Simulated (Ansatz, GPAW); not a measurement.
# A 2-layer slab of Ag(111): simulated STM images

Wanted: filled- and empty-state images of a 2-layer slab of Ag(111), with its work function.

Calculated with GPAW 26.7.0 and Ansatz 0.2.0; GPAW, PAW setups; slab in vacuum, in the first sound run; inputs show where later runs differ.

## 1. The starting structure

The cell holds 2 atoms: 2 Ag. Its edges and angles: a = 2.892 Å, b = 2.892 Å, c = 18.361 Å, α = 90.0°, β = 90.0°, γ = 60.0°. Vacuum lies along c.

## 2. Relaxing the atoms

Forces are removed first; all later runs use this geometry. The lowest 1 atoms are held at bulk positions and keep their forces.

The input, run.py:

```python
import json
import numpy as np
from ase import Atoms
from ase.constraints import FixAtoms
from ase.optimize import BFGS
from gpaw import GPAW, PW

slab = Atoms(
    ['Ag', 'Ag'],
    positions=[
        [2.89207, 1.66974, 8.00000],
        [0.00000, 0.00000, 10.36136]],
    cell=[[2.89207, 0.0, 0.0], [1.44603, 2.5046, 0.0], [0.0, 0.0, 18.36136]],
    pbc=[True, True, False])

slab.calc = GPAW(mode=PW(400), xc='PBE', kpts={'size': (12, 12, 1), 'gamma': True},
                 occupations={'name': 'fermi-dirac', 'width': 0.1}, nbands='160%',
                 convergence={'density': 0.0001}, maxiter=200,
                 poissonsolver={'dipolelayer': 'xy'},
                 symmetry={'tolerance': 1e-3, 'extra_ids': [1, 0]}, txt='slab.txt')
result = {}
slab.set_constraint(FixAtoms([0]))
path = []
opt = BFGS(slab, maxstep=0.2)
opt.attach(lambda: path.append((slab.get_potential_energy(), slab.positions.tolist(), slab.get_forces().tolist())))
result['relaxed'] = bool(opt.run(fmax=0.05, steps=30))
result['path'] = path
energy = slab.get_potential_energy()
fermi = slab.calc.get_fermi_level()
v = slab.calc.get_electrostatic_potential().mean((0, 1)) - fermi
n = slab.calc.get_pseudo_density().mean((0, 1))
L = slab.cell[2, 2]
z = np.arange(len(v)) * L / len(v)
low, high = slab.positions[:, 2].min(), slab.positions[:, 2].max()
below, above = np.interp([low - 5.8, high + 5.8], z, v)
slopes = [np.interp(x, z, np.gradient(v, z)) for x in (low - 5.8, high + 5.8)]
eps = np.array([[slab.calc.get_eigenvalues(k, s) for k in range(len(slab.calc.get_ibz_k_points()))]
                for s in range(slab.calc.get_number_of_spins())]) - fermi
top, bottom = eps[eps < 0].max(), eps[eps > 0].min()
dipole = slab.get_dipole_moment()[2]
print(f'energy {energy:.4f} eV, Fermi level {fermi:.4f} eV, dipole {dipole:.5f} e A')
print(f'potential 5.8 A off the faces, from the Fermi level: lower {below:.4f} eV, upper {above:.4f} eV')
print(f'slope of the potential there: lower {slopes[0]:.5f}, upper {slopes[1]:.5f} eV/A')
print(f'nearest levels on the mesh: {top:.4f} and {bottom:.4f} eV')
print('magnetic moment', round(slab.get_magnetic_moment(), 3))
result.update(energy=energy, fermi=fermi, dipole=dipole, below=below, above=above, slopes=slopes, edges=[top, bottom],
              z=z.tolist(), v=v.tolist(), n=n.tolist(), positions=slab.positions.tolist(),
              forces=slab.get_forces(apply_constraint=False).tolist(), moments=slab.get_magnetic_moments().tolist())
json.dump(result, open('result.json', 'w'))
```

Run with:

```sh
> OMP_NUM_THREADS=1 OPENBLAS_NUM_THREADS=1 python run.py
```

Log:

```text
Step          Energy          fmax
BFGS:    0       -4.989504        0.302877
BFGS:    1       -4.990790        0.294312
BFGS:    2       -5.008368        0.032400
energy -5.0003 eV, Fermi level -1.2959 eV, dipole 0.00021 e A
potential 5.8 A off the faces, from the Fermi level: lower 4.6271 eV, upper 4.6279 eV
slope of the potential there: lower -0.00006, upper 0.00031 eV/A
nearest levels on the mesh: -0.1385 and 0.2632 eV
magnetic moment 0.0
```

The job ended after 36 s (1 thread of Intel Xeon Platinum 8375C at 2.90GHz (Ice Lake), shared host; peak memory 0.18 GiB).

The steps of the relaxation:

| step | energy less that of the first step (eV) | largest force (eV/Å) |
| --- | --- | --- |
| 1 | 0.0000 | 0.3029 |
| 2 | -0.0015 | 0.2943 |
| 3 | -0.0245 | 0.0324 |

The atoms that moved most (Å):

```
atom     dx     dy     dz  length
 Ag2  0.000  0.000  0.153   0.153
```

The relaxed structure:

```
Ag
1.0
     2.89207    0.00000    0.00000
     1.44603    2.50460    0.00000
     0.00000    0.00000   18.36136
Ag
2
Direct
  0.66667 0.66667 0.43570
  0.00000 0.00000 0.57264
```

This step gave:

```yaml
dipole_along_the_normal: 2.11e-4 e·Å
levels_nearest_the_fermi_level_on_the_mesh: -0.1385, 0.2632 eV from the Fermi level
upper_work_function: 4.628 eV
lower_work_function: 4.627 eV
```

The electrostatic potential energy of an electron (without an applied field's), less the Fermi level, planar mean by z:

z (Å), electrostatic potential energy of an electron (without an applied field's), less the Fermi level, planar mean (eV) and a bar from the least value:
```
      0.0        4.6 ##############################
      0.5        4.6 ##############################
      1.0        4.6 ##############################
      1.5        4.6 ##############################
      2.0        4.6 ##############################
      2.5        4.6 ##############################
      3.0        4.6 ##############################
      3.5        4.6 ##############################
      4.0        4.6 ##############################
      4.5        4.6 ##############################
      5.0        4.6 ##############################
      5.5        4.6 ##############################
      6.0        4.4 ##############################
      6.5        3.7 #############################
      7.0        1.1 ##########################
      7.5       -8.9 ##############
      8.0      -20.5 
      8.5       -8.9 ##############
      9.0        0.5 #########################
      9.5        0.7 #########################
     10.0       -8.5 ##############
     10.5      -20.6 
     11.0       -9.3 #############
     11.5        0.9 ##########################
     12.0        3.6 #############################
     12.5        4.4 ##############################
     13.0        4.6 ##############################
     13.5        4.6 ##############################
     14.0        4.6 ##############################
     14.5        4.6 ##############################
     15.0        4.6 ##############################
     15.5        4.6 ##############################
     16.0        4.6 ##############################
     16.5        4.6 ##############################
     17.0        4.6 ##############################
     17.5        4.6 ##############################
     18.0        4.6 ##############################
```

Pseudo valence density, planar mean against z:

| z (Å) | pseudo valence density, planar mean (e/Å³) |
| --- | --- |
| 0.00 | 0 |
| 0.61 | 0 |
| 1.22 | 0 |
| 1.84 | 0 |
| 2.45 | 0 |
| 3.06 | 4.5e-6 |
| 3.67 | 2.2e-5 |
| 4.28 | 1.1e-4 |
| 5.10 | 9.1e-4 |
| 5.71 | 0.00447 |
| 6.32 | 0.0224 |
| 6.94 | 0.130 |
| 7.55 | 1.02 |
| 8.16 | 2.25 |
| 8.77 | 0.357 |
| 9.38 | 0.162 |
| 10.00 | 0.813 |
| 10.61 | 2.46 |
| 11.22 | 0.420 |
| 11.83 | 0.0597 |
| 12.44 | 0.0114 |
| 13.06 | 0.00231 |
| 13.87 | 2.8e-4 |
| 14.49 | 5.6e-5 |
| 15.10 | 1.1e-5 |
| 15.71 | 0 |
| 16.32 | 0 |
| 16.93 | 0 |
| 17.55 | 0 |
| 18.16 | 0 |

The relaxation lowered the energy of the cell by 0.0245 eV (energies extrapolated to zero smearing; the optimiser's log prints free energies). The largest force left on a free atom is 0.032 eV/Å.

## 3. The slab's potential

The work function is the vacuum plateau of the electrostatic potential less the Fermi level; a dipole layer lets the two faces have plateaus of their own.

run.py: that of step 2 with these lines changed.

```diff
@@ -3,4 +3,3 @@
 from ase import Atoms
-from ase.constraints import FixAtoms
-from ase.optimize import BFGS
+from ase.dft.stm import STM
 from gpaw import GPAW, PW
@@ -11,3 +10,3 @@
         [2.89207, 1.66974, 8.00000],
-        [0.00000, 0.00000, 10.36136]],
+        [0.00000, 0.00000, 10.51437]],
     cell=[[2.89207, 0.0, 0.0], [1.44603, 2.5046, 0.0], [0.0, 0.0, 18.36136]],
@@ -17,12 +16,6 @@
                  occupations={'name': 'fermi-dirac', 'width': 0.1}, nbands='160%',
-                 convergence={'density': 0.0001}, maxiter=200,
+                 convergence={'density': 1e-05}, maxiter=200,
                  poissonsolver={'dipolelayer': 'xy'},
-                 symmetry={'tolerance': 1e-3, 'extra_ids': [1, 0]}, txt='slab.txt')
+                 symmetry={'tolerance': 1e-3}, txt='slab.txt')
 result = {}
-slab.set_constraint(FixAtoms([0]))
-path = []
-opt = BFGS(slab, maxstep=0.2)
-opt.attach(lambda: path.append((slab.get_potential_energy(), slab.positions.tolist(), slab.get_forces().tolist())))
-result['relaxed'] = bool(opt.run(fmax=0.05, steps=30))
-result['path'] = path
 energy = slab.get_potential_energy()
@@ -48,2 +41,16 @@
               forces=slab.get_forces(apply_constraint=False).tolist(), moments=slab.get_magnetic_moments().tolist())
+
+# Images need the states of the whole zone, up to time reversal
+slab.calc = slab.calc.fixed_density(symmetry={'point_group': False}, txt='states.txt', nbands='250%',
+                                    convergence={'bands': 'CBM+1.3'})
+stm = STM(slab)
+result['stm'] = []
+for bias in [-1.0, 1.0]:
+    height = high + 3.5
+    current = stm.get_averaged_current(bias, height)
+    x, y, h = stm.scan(bias, current)
+    i, f = divmod(height / L * stm.ldos.shape[2], 1)
+    I = abs((1 - f) * stm.ldos[:, :, int(i)] + f * stm.ldos[:, :, int(i) + 1])
+    print(f'bias {bias} V: mean current at 3.5 A {current:.4e}, corrugation {np.ptp(h):.4f} A')
+    result['stm'].append(dict(bias=bias, current=current, h=(h - high).tolist(), I=I.tolist()))
 json.dump(result, open('result.json', 'w'))
```

Log:

```text
energy -5.0003 eV, Fermi level -1.2961 eV, dipole 0.00005 e A
potential 5.8 A off the faces, from the Fermi level: lower 4.6273 eV, upper 4.6282 eV
slope of the potential there: lower -0.00001, upper 0.00026 eV/A
nearest levels on the mesh: -0.1385 and 0.2632 eV
magnetic moment 0.0
bias -1.0 V: mean current at 3.5 A 3.2192e-05, corrugation 0.0376 A
bias 1.0 V: mean current at 3.5 A 9.9363e-05, corrugation 0.0125 A
```

Wall time 57 s (1 thread); peak memory 0.35 GiB.

This step gave:

| Quantity | Value |
| --- | --- |
| dipole along the normal | 5.29e-5 e·Å |
| corrugation -1 | 0.03758 Å |
| corrugation 1 | 0.01248 Å |

Table of electrostatic potential energy of an electron (without an applied field's), less the Fermi level, planar mean by z:

| z (Å) | electrostatic potential energy of an electron (without an applied field's), less the Fermi level, planar mean (eV) |
| --- | --- |
| 0.0 | 4.63 |
| 0.5 | 4.63 |
| 1.0 | 4.63 |
| 1.5 | 4.63 |
| 2.0 | 4.63 |
| 2.5 | 4.63 |
| 3.0 | 4.63 |
| 3.5 | 4.63 |
| 4.0 | 4.63 |
| 4.5 | 4.62 |
| 5.0 | 4.61 |
| 5.5 | 4.56 |
| 6.0 | 4.37 |
| 6.5 | 3.69 |
| 7.0 | 1.05 |
| 7.5 | -8.86 |
| 8.0 | -20.5 |
| 8.5 | -8.93 |
| 9.0 | 0.543 |
| 9.5 | 0.660 |
| 10.0 | -8.46 |
| 10.5 | -20.6 |
| 11.0 | -9.29 |
| 11.5 | 0.910 |
| 12.0 | 3.65 |
| 12.5 | 4.36 |
| 13.0 | 4.56 |
| 13.5 | 4.61 |
| 14.0 | 4.62 |
| 14.5 | 4.63 |
| 15.0 | 4.63 |
| 15.5 | 4.63 |
| 16.0 | 4.63 |
| 16.5 | 4.63 |
| 17.0 | 4.63 |
| 17.5 | 4.63 |
| 18.0 | 4.63 |

The pseudo valence density, planar mean by z:

| z (Å) | pseudo valence density, planar mean (e/Å³) |
| --- | --- |
| 0.00 | 0 |
| 0.61 | 0 |
| 1.22 | 0 |
| 1.84 | 0 |
| 2.45 | 0 |
| 3.06 | 4.5e-6 |
| 3.67 | 2.2e-5 |
| 4.28 | 1.1e-4 |
| 5.10 | 9.2e-4 |
| 5.71 | 0.00447 |
| 6.32 | 0.0224 |
| 6.94 | 0.130 |
| 7.55 | 1.02 |
| 8.16 | 2.25 |
| 8.77 | 0.357 |
| 9.38 | 0.162 |
| 10.00 | 0.813 |
| 10.61 | 2.46 |
| 11.22 | 0.420 |
| 11.83 | 0.0597 |
| 12.44 | 0.0114 |
| 13.06 | 0.00231 |
| 13.87 | 2.8e-4 |
| 14.49 | 5.7e-5 |
| 15.10 | 1.1e-5 |
| 15.71 | 0 |
| 16.32 | 0 |
| 16.93 | 0 |
| 17.55 | 0 |
| 18.16 | 0 |

Tip height over the top atom over a1 and a2. Sample bias -1 V, constant current at the mean current 3.5 Å over the top atom.

Ten even steps from '0' (3.487 Å) to '9' (3.524 Å):
```
99985310013589
89886310001368
77775310000135
55555310000013
23333210000001
11111110000000
00000000000000
10000000111111
21000000123333
53100000135565
75310000135788
87531000135789
99753100135799
99875210125789
```
Columns: a1 from 0 to 0.929; rows upwards: a2 from 0 to 0.929.

Local density of states summed over the bias window over a1 and a2. Sample bias -1 V, constant height 3.5 Å over the top atom.

Values in units of 1e-5 arbitrary, 14 rows by 14 columns:
```
3.5 3.5 3.4 3.4 3.3 3.2 3.2 3.1 3.1 3.2 3.2 3.3 3.4 3.4
3.4 3.4 3.4 3.4 3.3 3.2 3.2 3.1 3.1 3.1 3.2 3.2 3.3 3.4
3.4 3.4 3.4 3.4 3.3 3.2 3.2 3.1 3.1 3.1 3.1 3.2 3.2 3.3
3.3 3.3 3.3 3.3 3.3 3.2 3.2 3.1 3.1 3.1 3.1 3.1 3.2 3.2
3.2 3.2 3.2 3.2 3.2 3.2 3.2 3.1 3.1 3.1 3.1 3.1 3.1 3.2
3.2 3.2 3.2 3.2 3.2 3.2 3.2 3.1 3.1 3.1 3.1 3.1 3.1 3.1
3.1 3.1 3.1 3.1 3.1 3.1 3.1 3.1 3.1 3.1 3.1 3.1 3.1 3.1
3.2 3.1 3.1 3.1 3.1 3.1 3.1 3.1 3.2 3.2 3.2 3.2 3.2 3.2
3.2 3.2 3.1 3.1 3.1 3.1 3.1 3.1 3.2 3.2 3.2 3.2 3.2 3.2
3.3 3.2 3.2 3.1 3.1 3.1 3.1 3.1 3.2 3.2 3.3 3.3 3.3 3.3
3.4 3.3 3.2 3.2 3.1 3.1 3.1 3.1 3.2 3.2 3.3 3.4 3.4 3.4
3.4 3.4 3.3 3.2 3.2 3.1 3.1 3.1 3.2 3.2 3.3 3.4 3.4 3.4
3.5 3.4 3.4 3.3 3.2 3.2 3.1 3.1 3.2 3.2 3.3 3.4 3.4 3.5
3.5 3.5 3.4 3.4 3.3 3.2 3.2 3.1 3.2 3.2 3.3 3.4 3.4 3.5
```
Columns: a1 from 0 to 0.929; rows upwards: a2 from 0 to 0.929.

Tip height over the top atom over a1 and a2. Sample bias 1 V, constant current at the mean current 3.5 Å over the top atom.

Ten even steps from '_' (3.495 Å) to '@' (3.507 Å):
```
@@@@@@%%**==--....--==**%%@@
@@@@@@%%**==::::::::::==**%%
%%%%%%%%**==::........::==**
**********==::..______..::==
============--::..____..::--
..::::..::::....::..__..::..
__....____....__..::....::..
......______......--::::::--
==::..________..::==========
**==::__________::==********
%%**==..________..==**%%%%%%
@@%%**==::......::==**%%@@@@
@@@@%%**==::....::==**%%@@@@
@@@@@@%%**==..__..==**%%@@@@
```
Columns: a1 from 0 to 0.929; rows upwards: a2 from 0 to 0.929.

Local density of states summed over the bias window over a1 and a2. Sample bias 1 V, constant height 3.5 Å over the top atom.

Values in units of 1e-4 arbitrary, 14 rows by 14 columns:
```
1.0 1.0 1.0 1.0 1.0 1.0 1.0 1.0 1.0 1.0 1.0 1.0 1.0 1.0
1.0 1.0 1.0 1.0 1.0 1.0 1.0 1.0 1.0 1.0 1.0 1.0 1.0 1.0
1.0 1.0 1.0 1.0 1.0 1.0 1.0 1.0 1.0 1.0 1.0 1.0 1.0 1.0
1.0 1.0 1.0 1.0 1.0 1.0 1.0 1.0 1.0 1.0 1.0 1.0 1.0 1.0
1.0 1.0 1.0 1.0 1.0 1.0 1.0 1.0 1.0 1.0 1.0 1.0 1.0 1.0
1.0 1.0 1.0 1.0 1.0 1.0 1.0 1.0 1.0 1.0 1.0 1.0 1.0 1.0
1.0 1.0 1.0 1.0 1.0 1.0 1.0 1.0 1.0 1.0 1.0 1.0 1.0 1.0
1.0 1.0 1.0 1.0 1.0 1.0 1.0 1.0 1.0 1.0 1.0 1.0 1.0 1.0
1.0 1.0 1.0 1.0 1.0 1.0 1.0 1.0 1.0 1.0 1.0 1.0 1.0 1.0
1.0 1.0 1.0 1.0 1.0 1.0 1.0 1.0 1.0 1.0 1.0 1.0 1.0 1.0
1.0 1.0 1.0 1.0 1.0 1.0 1.0 1.0 1.0 1.0 1.0 1.0 1.0 1.0
1.0 1.0 1.0 1.0 1.0 1.0 1.0 1.0 1.0 1.0 1.0 1.0 1.0 1.0
1.0 1.0 1.0 1.0 1.0 1.0 1.0 1.0 1.0 1.0 1.0 1.0 1.0 1.0
1.0 1.0 1.0 1.0 1.0 1.0 1.0 1.0 1.0 1.0 1.0 1.0 1.0 1.0
```
Columns: a1 from 0 to 0.929; rows upwards: a2 from 0 to 0.929.

The potential is flat to 2.6e-4 eV/Å where it is read, so the vacuum is wide enough.

[end of part 1 of 2]

[Logs are printed without paths, hosts, clocks, repeated set-up lines and the standing remarks that a program may print on its own settings, such as how far it seeks lower states.]

[Hosts, paths, dates, database ids (printed as entryN), source tags and the programs' standing remarks are cut or masked in the printed files.]
